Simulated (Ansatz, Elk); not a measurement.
**LaCuC2: X-ray structure factors from the self-consistent density**

The structure of LaCuC2 used here is made up (a known structure type with other elements) and was relaxed beforehand with PBE. The aim is the Fourier transform of its all-electron density, F(hkl), set beside the sum over free spherical atoms that refinements use.

Method: DFT, PBE, all-electron APW+lo, Dirac cores, scalar-relativistic bands, static density, no spin, in Elk 11.2.3 (patched build).

The structure was built from a prototype and need not be the compound's stable phase.

### 1. Set-up

The structure is tetragonal, space group P4/nmm (No. 129). The conventional cell has a = 3.827 Å, b = 3.827 Å, c = 7.637 Å, α = 90.00°, β = 90.00°, γ = 90.00°. Nearest to La lie 9 C at 2.56 to 2.97 Å. Nearest to Cu lie 4 C at 2.28 Å. Nearest to C lie 1 C at 1.37 Å and 5 La at 2.56 to 2.71 Å. C has 1 C at 1.37 Å and 4 Cu at 2.28 Å and 4 La at 2.97 Å nearest. Farther neighbours are not listed.

### 2. Ground state and structure factors

An all-electron density is needed, since X-rays see the cores too. Task 0 finds the density and task 195 Fourier-transforms it; tshift is off so that phases refer to the origin typed.

elk.in reads:

```
tasks
  0
  195

xctype
  20

spinpol
  .false.

rgkmax
  7.0

gmaxvr
  14.0

lmaxo
  7

lmaxapw
  8

swidth
  0.002

tshift
  .false.

ramdisk
  .false.

hmaxvr
  5.5

maxscl
  120

epspot
  1e-06

sppath
  './'

avec
  7.23156847761 -0.00000000000 0.00000000000
  -0.00000000000 7.23156847761 0.00000000000
  0.00000000000 0.00000000000 14.43117436457

atoms
  3
  'La.in'
  2
  0.5000000000 -0.0000000000 0.3232387583   0.000000 0.000000 0.000000
  -0.0000000000 0.5000000000 0.6767612417   0.000000 0.000000 0.000000
  'Cu.in'
  2
  0.5000000000 0.5000000000 -0.0000000000   0.000000 0.000000 0.000000
  0.0000000000 0.0000000000 -0.0000000000   0.000000 0.000000 0.000000
  'C.in'
  4
  0.5000000000 -0.0000000000 0.6582686649   0.000000 0.000000 0.000000
  0.0000000000 0.5000000000 0.3417313351   0.000000 0.000000 0.000000
  0.5000000000 0.0000000000 0.8374284442   0.000000 0.000000 0.000000
  0.0000000000 0.5000000000 0.1625715558   0.000000 0.000000 0.000000

ngridk
  6 6 3
```

Started as:

```bash
$ OMP_NUM_THREADS=4 elk
```

Numbers of over 12 decimals in the logs are rounded to 6 here.

Output:

```text
┌─────────────────────────┐
│ Elk code version 11.2.3 │
└─────────────────────────┘

All units are atomic (Hartree, Bohr, etc.)

┌─────────────────────────────────────────────────┐
│ Ground-state run starting from atomic densities │
└─────────────────────────────────────────────────┘

Lattice vectors :
   7.231568478      -0.000000000       0.000000000
  -0.000000000       7.231568478       0.000000000
   0.000000000       0.000000000       14.43117436

Reciprocal lattice vectors :
  0.8688551214       0.000000000      -0.000000000
   0.000000000      0.8688551214      -0.000000000
  -0.000000000      -0.000000000      0.4353897437

Unit cell volume      :    754.6866717
Brillouin zone volume :   0.3286797326

Muffin-tin inner radius fraction :   0.1000000000E-01

Nuclei treated as point charges

Species : 1 (La)
 parameters loaded from : La.in
 name : lanthanum
 nuclear charge    :   -57.00000000
 electronic charge :    57.00000000
 atomic mass :    253209.2366
 muffin-tin radius :    2.800000000
 number of radial points in muffin-tin :   1393
 inner part over the whole radius :   0.9924947902E-02
 number on inner part of muffin-tin    :    996
 approximate nuclear radius :   0.9226798129E-04
 number of mesh points to nuclear radius :    505
 atomic positions (lattice), magnetic fields (Cartesian) :
  1 :   0.50000000  0.00000000  0.32323876    0.00000000  0.00000000  0.00000000
  2 :   0.00000000  0.50000000 -0.32323876    0.00000000  0.00000000  0.00000000

Species : 2 (Cu)
 parameters loaded from : Cu.in
 name : copper
 nuclear charge    :   -29.00000000
 electronic charge :    29.00000000
 atomic mass :    115837.2717
 muffin-tin radius :    2.400000000
 number of radial points in muffin-tin :    993
 inner part over the whole radius :   0.9893084826E-02
 number on inner part of muffin-tin    :    701
 approximate nuclear radius :   0.7406004541E-04
 number of mesh points to nuclear radius :    336
 atomic positions (lattice), magnetic fields (Cartesian) :
  1 :   0.50000000  0.50000000  0.00000000    0.00000000  0.00000000  0.00000000
  2 :   0.00000000  0.00000000  0.00000000    0.00000000  0.00000000  0.00000000

Species : 3 (C)
 parameters loaded from : C.in
 name : carbon
 nuclear charge    :   -6.000000000
 electronic charge :    6.000000000
 atomic mass :    21894.16674
 muffin-tin radius :    1.267743007
 number of radial points in muffin-tin :    593
 inner part over the whole radius :   0.9819361639E-02
 number on inner part of muffin-tin    :    401
 approximate nuclear radius :   0.4747601631E-04
 number of mesh points to nuclear radius :    170
 atomic positions (lattice), magnetic fields (Cartesian) :
  1 :   0.50000000  0.00000000 -0.34173134    0.00000000  0.00000000  0.00000000
  2 :   0.00000000  0.50000000  0.34173134    0.00000000  0.00000000  0.00000000
  3 :   0.50000000  0.00000000 -0.16257156    0.00000000  0.00000000  0.00000000
  4 :   0.00000000  0.50000000  0.16257156    0.00000000  0.00000000  0.00000000

Total number of atoms per unit cell :    8
Total muffin-tin volume :    333.8546467
 ratio of muffin-tin to unit cell volume :   0.4423751727

Spin treatment :
 spin-unpolarised

Number of Bravais lattice symmetries :   16
Number of crystal symmetries         :   16
Crystal has no inversion symmetry
Complex Hermitian eigensolver will be used

k-point grid :      6     6     3
k-point offset :    0.000000000       0.000000000       0.000000000
k-point set is reduced with full crystal symmetry group
Total number of k-points :       20

Muffin-tin radius times maximum |G+k| :    7.000000000
 using average radius
Maximum |G+k| for APW functions       :    3.619682066
Maximum (1/2)|G+k|²                   :    6.551049131
Maximum |G| for potential and density :    14.00000000
Constant for pseudocharge density :   10
 order of it for each species :   17  17  15
 order of it for pair densities of each species (exact exchange by exxq0 0: 18) :   17  15   4
Radial integration step length :    1

[...]
total energy                :     -20457.973880469

Density of states at Fermi energy :    156.1746271
 (states/Hartree/unit cell)

Estimated indirect band gap :   0.5701125666E-03
 from k-point 15 to k-point 8
Estimated direct band gap   :   0.1479021065E-02
 at k-point 8

Charges :
 core                        :    124.0000000
 valence                     :    72.00000000
 interstitial                :    17.65796451
 muffin-tins (core leakage)
  species : 1 (La)
[...]
species : 2 (Cu)
[...]
species : 3 (C)
[...]
total in muffin-tins        :    178.3420355
 total calculated charge     :    195.9961502
 total charge                :    196.0000000
 error                       :   0.3849821011E-02

RMS change in Kohn-Sham potential (target) :    2.257022237     (  0.1000000000E-05)
Absolute change in total energy (target)   :    4.456418387     (  0.1000000000E-03)

[... loops 3 to 20 left out ...]

┌──────────────────┐
│ Loop number : 21 │
└──────────────────┘

Energies :
 Fermi                       :     0.368348
 sum of occupied eigenvalues :     -12441.114112142
 electron kinetic            :      21705.856491256
 core electron kinetic       :      21204.262307376
 Coulomb                     :     -41598.454588715
 Coulomb potential           :     -33410.218692232
 nuclear-nuclear             :     -2125.1275577972
 electron-nuclear            :     -45577.161183700
 Hartree                     :      6103.8341527823
 Madelung                    :     -24893.345242599
 xc potential                :     -736.75191116595
 exchange                    :     -555.19016524091
 correlation                 :     -9.929093
 electron entropic           :    -0.14507873658745E-02
 total energy                :     -20457.718806456

Density of states at Fermi energy :    113.8734453
 (states/Hartree/unit cell)

Estimated indirect band gap :   0.1562524689E-02
 from k-point 6 to k-point 2
Estimated direct band gap   :   0.9977287103E-02
 at k-point 12

Charges :
 core                        :    124.0000000
 valence                     :    72.00000000
 interstitial                :    15.33756626
 muffin-tins (core leakage)
  species : 1 (La)
[...]
species : 2 (Cu)
[...]
species : 3 (C)
[...]
total in muffin-tins        :    180.6624337
 total calculated charge     :    195.9966361
 total charge                :    196.0000000
 error                       :   0.3363887225E-02

RMS change in Kohn-Sham potential (target) :   0.8784100482E-06 (  0.1000000000E-05)
Absolute change in total energy (target)   :   0.5778915875E-04 (  0.1000000000E-03)

Convergence targets achieved

┌──────────────────┐
│ Loop number : 22 │
└──────────────────┘

Energies :
 Fermi                       :     0.368348
 sum of occupied eigenvalues :     -12441.114112247
 electron kinetic            :      21705.856510085
 core electron kinetic       :      21204.262304799
 Coulomb                     :     -41598.454607694
 Coulomb potential           :     -33410.218668664
 nuclear-nuclear             :     -2125.1275577972
 electron-nuclear            :     -45577.161244471
 Hartree                     :      6103.8341945734
 Madelung                    :     -24893.345273363
 xc potential                :     -736.75195366790
 exchange                    :     -555.19016737890
 correlation                 :     -9.929093
 electron entropic           :    -0.14507876361616E-02
 total energy                :     -20457.718808746

Density of states at Fermi energy :    113.8734823
 (states/Hartree/unit cell)

Estimated indirect band gap :   0.1562576967E-02
 from k-point 6 to k-point 2
Estimated direct band gap   :   0.9977258245E-02
 at k-point 12

Charges :
 core                        :    124.0000000
 valence                     :    72.00000000
 interstitial                :    15.33756529
 muffin-tins (core leakage)
  species : 1 (La)
[...]
species : 2 (Cu)
[...]
species : 3 (C)
[...]
atom 2                    :    3.714605874     (  0.3630726900E-03)
   atom 3                    :    3.660504272     (  0.3594288630E-03)
   atom 4                    :    3.660504272     (  0.3594288630E-03)
 total in muffin-tins        :    180.6624347
 total calculated charge     :    195.9966361
 total charge                :    196.0000000
 error                       :   0.3363887580E-02

┌──────────────────────────────┐
│ Self-consistent loop stopped │
└──────────────────────────────┘

Warning : core states of species 1 leak from the muffin-tin :   0.2223959321E-03

Warning : core states of species 2 leak from the muffin-tin :   0.1587507008E-03

Warning : core states of species 3 leak from the muffin-tin :   0.3630726900E-03

Wrote STATE.OUT
```

The job ended after 71 s (4 threads of AMD EPYC 7B13 (Zen 3), shared host; peak memory 0.29 GiB; 3.8 min of CPU time).

SFACRHO.OUT:

```text

h k l indices transformed by vhmat matrix:
   1.000000000       0.000000000       0.000000000    
   0.000000000       1.000000000       0.000000000    
   0.000000000       0.000000000       1.000000000    

      h      k      l  multipl.   |H|            Re(F)            Im(F)           |F|

      0      0      0      1   0.0000000       196.00000     -0.72231380E-16   196.00000    
      0      0     -1      2  0.43538974       7.2300821     -0.10800675E-13   7.2300821    
      0     -1      0      4  0.86885512     -0.13091727E-14 -0.92665978E-14  0.93586200E-14
      0      0     -2      2  0.87077949      -16.800058     -0.36984128E-13   16.800058    
     -1      0     -1      4  0.97184024     -0.25037928E-13   72.035103       72.035103    
      0      1     -1      4  0.97184024      0.27165333E-13  -72.035103       72.035103    
     -1      1      0      4   1.2287467      -60.845865     -0.46950340E-14   60.845865    
     -1      0      2      4   1.2301082      0.20783116E-13   73.132252       73.132252    
      0      1      2      4   1.2301082     -0.42057173E-13  -73.132252       73.132252    
      1      1     -1      8   1.3036037       87.477127      0.11455261E-13   87.477127    
      0      0     -3      2   1.3061692       135.88808      0.40809367E-13   135.88808    
     -1     -1      2      8   1.5060131       103.01164      0.65458634E-15   103.01164    
      0     -1     -3      4   1.5687534     -0.16364659E-13   17.913776       17.913776    
     -1      0     -3      4   1.5687534      0.21274056E-13  -17.913776       17.913776    
      0      2      0      4   1.7377102       136.47669     -0.16241399E-13   136.47669    
      0      0     -4      2   1.7415590       12.629670      0.32729317E-15   12.629670    
      0     -2     -1      4   1.7914243       4.7881826     -0.20619470E-13   4.7881826    
     -2      0     -1      4   1.7914243       4.7881826     -0.65458634E-14   4.7881826
```

Elk indexes on the primitive cell of elk.in and gives |H| = 4π sin θ/λ in inverse bohr. Below, one row stands for each form hkl of the conventional cell (m members, Friedel mates merged), F is for one primitive cell and the density is static (no thermal factor). Free-atom factors are Waasmaier and Kirfel's, and R is Σm||F|−|F'||/Σm|F|. Elk warned that it couldn't find a linearisation energy, which lowers the accuracy of some states in this run and its variants.

| hkl | m | sin θ/λ (Å⁻¹) | abs F, DFT | neutral atoms | diff. | abs of complex diff. |
| --- | --- | --- | --- | --- | --- | --- |
| 001 | 2 | 0.066 | 7.230 | 7.631 | -0.401 | 0.401 |
| 100 | 4 | 0.131 | 0.000 | 0.000 | +0.000 | 0.000 |
| 002 | 2 | 0.131 | 16.800 | 16.204 | +0.596 | 0.596 |
| 101 | 8 | 0.146 | 72.035 | 72.630 | -0.595 | 0.595 |
| 110 | 4 | 0.185 | 60.846 | 59.330 | +1.516 | 1.516 |
| 102 | 8 | 0.185 | 73.132 | 73.361 | -0.229 | 0.229 |
| 111 | 8 | 0.196 | 87.477 | 87.929 | -0.452 | 0.452 |
| 003 | 2 | 0.196 | 135.888 | 136.538 | -0.650 | 0.650 |
| 112 | 8 | 0.227 | 103.012 | 103.371 | -0.359 | 0.359 |
| 103 | 8 | 0.236 | 17.914 | 17.696 | +0.218 | 0.218 |
| 200 | 4 | 0.261 | 136.477 | 136.666 | -0.189 | 0.189 |
| 004 | 2 | 0.262 | 12.630 | 13.360 | -0.731 | 0.731 |
| 201 | 8 | 0.269 | 4.788 | 5.508 | -0.720 | 0.720 |
| 113 | 8 | 0.270 | 39.033 | 38.307 | +0.726 | 0.726 |
| 210 | 8 | 0.292 | 0.000 | 0.000 | +0.000 | 0.000 |
| 202 | 8 | 0.292 | 12.780 | 12.069 | +0.710 | 0.710 |
| 104 | 8 | 0.293 | 76.811 | 76.657 | +0.154 | 0.154 |
| 211 | 16 | 0.299 | 61.690 | 61.818 | -0.129 | 0.129 |

### 3. The highest occupied states alone

An energy window below the Fermi level keeps the highest occupied states, to see at which angles they scatter; shallow core shells can lie inside it and anion s states outside. No new self-consistency is needed.

elk.in: that of step 2 with these lines changed.

```diff
@@ -1,3 +1,2 @@
 tasks
-  0
   195
@@ -40,2 +39,5 @@
 
+wsfac
+  -0.182890 0.668350
+
 sppath
```

Started as:

```bash
$ OMP_NUM_THREADS=4 elk
```

Output:

```text
┌─────────────────────────────────┐
│ Elk code version 11.2.3 started │
└─────────────────────────────────┘

Info(readinput): the functional depends on the density's gradient
 muffin-tin radial points multiplied by    2.00000
 (not where nrmtscf is given)

┌────────────────────┐
│ Current task : 195 │
└────────────────────┘
Info(checkmt): changed muffin-tin radius of species 3 (C) from   1.8000 to   1.2677

Warning(linengy): could not find 2 linearisation energies in s.c. loop 1

Info(sfacrho): density structure factors written to SFACRHO.OUT

 Energy window :  -0.1828900000      0.6683500000

┌──────────────────┐
│ Elk code stopped │
└──────────────────┘
```

It took 12 s on 4 threads; peak memory 0.2 GiB; 16 s of CPU time.

States within 15 eV below the Fermi level hold 44.00 electrons; any levels below the window count with the cores. Their amplitudes can exceed the total, where window and core parts have opposite phase:

| hkl | sin θ/λ (Å⁻¹) | abs F, window | abs F, all |
| --- | --- | --- | --- |
| 001 | 0.066 | 18.027 | 7.230 |
| 100 | 0.131 | 0.000 | 0.000 |
| 002 | 0.131 | 12.036 | 16.800 |
| 101 | 0.146 | 7.074 | 72.035 |
| 110 | 0.185 | 5.796 | 60.846 |
| 102 | 0.185 | 0.407 | 73.132 |
| 111 | 0.196 | 14.100 | 87.477 |
| 003 | 0.196 | 14.248 | 135.888 |
| 112 | 0.227 | 14.737 | 103.012 |
| 103 | 0.236 | 1.027 | 17.914 |

### 4. Another functional

The difference from free atoms is small, so it is set against the change that LDA (Perdew-Wang) makes.

elk.in: that of step 3 with these lines changed.

```diff
@@ -1,2 +1,3 @@
 tasks
+  0
   195
@@ -4,3 +5,3 @@
 xctype
-  20
+  3
 
@@ -39,5 +40,2 @@
 
-wsfac
-  -0.182890 0.668350
-
 sppath
```

Started as:

```bash
$ OMP_NUM_THREADS=4 elk
```

Output:

```text
┌─────────────────────────┐
│ Elk code version 11.2.3 │
└─────────────────────────┘

All units are atomic (Hartree, Bohr, etc.)

┌─────────────────────────────────────────────────┐
│ Ground-state run starting from atomic densities │
└─────────────────────────────────────────────────┘

Lattice vectors :
   7.231568478      -0.000000000       0.000000000
  -0.000000000       7.231568478       0.000000000
   0.000000000       0.000000000       14.43117436

Reciprocal lattice vectors :
  0.8688551214       0.000000000      -0.000000000
[...]
atom 4                    :    3.654532327     (  0.3797513970E-03)
 total in muffin-tins        :    180.6985589
 total calculated charge     :    195.9965529
 total charge                :    196.0000000
 error                       :   0.3447085517E-02

┌──────────────────────────────┐
│ Self-consistent loop stopped │
└──────────────────────────────┘

Warning : core states of species 1 leak from the muffin-tin :   0.2224839110E-03

Warning : core states of species 2 leak from the muffin-tin :   0.1631364083E-03

Warning : core states of species 3 leak from the muffin-tin :   0.3836858878E-03

Wrote STATE.OUT
[key lines of the parts left out:]
total energy                :     -20438.664056517
```

Wall time 52 s (4 threads); peak memory 0.22 GiB; 2.9 min of CPU time.

Against the first run R = 0.03 %; the largest change is -0.062 at 110.

### 5. A coarser k-mesh

About half the k-points along each axis test the sampling.

elk.in: that of step 4 with these lines changed.

```diff
@@ -5,3 +5,3 @@
 xctype
-  3
+  20
 
@@ -66,2 +66,2 @@
 ngridk
-  6 6 3
+  3 3 2
```

Started as:

```bash
$ OMP_NUM_THREADS=4 elk
```

Output:

```text
┌─────────────────────────┐
│ Elk code version 11.2.3 │
└─────────────────────────┘

All units are atomic (Hartree, Bohr, etc.)

┌─────────────────────────────────────────────────┐
│ Ground-state run starting from atomic densities │
└─────────────────────────────────────────────────┘

Lattice vectors :
   7.231568478      -0.000000000       0.000000000
  -0.000000000       7.231568478       0.000000000
   0.000000000       0.000000000       14.43117436

Reciprocal lattice vectors :
  0.8688551214       0.000000000      -0.000000000
[...]
atom 4                    :    3.658867901     (  0.3593485498E-03)
 total in muffin-tins        :    180.6697749
 total calculated charge     :    195.9966198
 total charge                :    196.0000000
 error                       :   0.3380220694E-02

┌──────────────────────────────┐
│ Self-consistent loop stopped │
└──────────────────────────────┘

Warning : core states of species 1 leak from the muffin-tin :   0.2223284748E-03

Warning : core states of species 2 leak from the muffin-tin :   0.1588650711E-03

Warning : core states of species 3 leak from the muffin-tin :   0.3631979481E-03

Wrote STATE.OUT
[key lines of the parts left out:]
total energy                :     -20457.728033245
```

Run time: 41 s. Hardware: 4 threads; peak memory 0.29 GiB; 96 s of CPU time.

Against the first run R = 0.01 %; the largest change is +0.050 at 003.

### 6. Settings against the effect

| run | R against the first run (%) | R against neutral atoms, low angle (%) | wall time |
| --- | --- | --- | --- |
| PBE, rgkmax 7 | 0.00 | 0.78 | 71 s |
| LDA (Perdew-Wang) | 0.03 | 0.78 | 52 s |
| k-mesh 3×3×2 | 0.01 | 0.78 | 41 s |

### 7. Summary of results

```yaml
r_against_neutral_atoms_sin_theta_lambda_0p3_a_minus1: 0.78 %
r_against_neutral_atoms_0p3_to_0p74_a_minus1: 0.24 %
```

What this shows: Independent neutral atoms miss the calculated amplitudes by R = 0.78 % below 0.3 Å⁻¹ and 0.24 % from there to 0.74 Å⁻¹; by shells, 1.08 % below 0.15 Å⁻¹ (3 forms), 0.75 % 0.15 to 0.3 (13 forms), 0.32 % 0.3 to 0.45 (24 forms), 0.22 % above 0.45 (101 forms). Bonding, aspherical density and the tables' own atoms all enter these figures, and the runs don't part them. The largest change of an amplitude is +1.52 electrons, at 110. The window's part falls from 44.0 electrons at the origin to at most 5.04 between 0.45 and 0.74 Å⁻¹, where compact states inside the window still scatter. Below 0.3 Å⁻¹ the changes that finished (LDA (Perdew-Wang) and k-mesh 3×3×2) move F by R = 0.04 % at most, against the 0.78 % that separates it from free atoms. The basis has no finished test. These runs have no spin, though d or f shells may be open. Part of the difference isn't bonding: the tables are fits to free atoms and ions calculated by other methods than this functional. Thermal motion, anomalous dispersion and extinction are left out.

[Logs are printed without paths, hosts, clocks, repeated set-up lines and the standing remarks that a program may print on its own settings, such as how far it seeks lower states.]

[Hosts, paths, dates, database ids (printed as entryN), source tags and the programs' standing remarks are cut or masked in the printed files.]
